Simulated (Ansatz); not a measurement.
Rows from a G0W0 calculation on Sr3AlN3 (P6_3/m) (Ansatz 0.2.0; G0W0 on PBE, plane waves, PAW; PAW set soft_1; 3×3×4 mesh, 1031 empty bands, screening to 140 eV, plasmon pole, PAW set soft_1 files), in eV. Spin-orbit coupling is left out.

| row | k | band | start | Σx | Σc at the solution | Vxc |
| --- | --- | --- | --- | --- | --- | --- |
| A | Γ | c2 | 9.531 | -6.961 | -3.897 | -11.057 |
| B | Γ | c4 | 9.931 | -5.296 | -4.014 | -9.390 |
| C | Γ | v2 | 7.174 | -19.338 | 2.837 | -16.054 |
| D | Γ | c3 | 9.557 | -5.826 | -3.859 | -9.911 |
| E | Γ | c1 | 7.757 | -6.652 | -3.090 | -9.738 |
| F | Γ | v1 | 7.261 | -19.735 | 3.062 | -16.255 |

Work out each quasiparticle level and how far it moved.

The quasiparticle equation reads E = start + Σx + Σc(E) − Vxc.

| row | E (eV) | shift (eV) |
| --- | --- | --- |
| A | 9.730 | +0.198 |
| B | 10.010 | +0.079 |
| C | 6.726 | −0.448 |
| D | 9.783 | +0.226 |
| E | 7.754 | −0.003 |
| F | 6.843 | −0.418 |

The gap over the computed points goes from 0.50 eV to 0.91 eV.

Limits: not at the basis limit; no spin-orbit coupling; coarse k mesh.

[Runs of the session that timed out or met a known fault of the program may be left out.]

[Cells called generated may have been cut or substituted from an entry of the Crystallography Open Database or the Materials Project.]

[Hosts, paths, dates, database ids (printed as entryN), source tags and the programs' standing remarks are cut or masked in the printed files.]
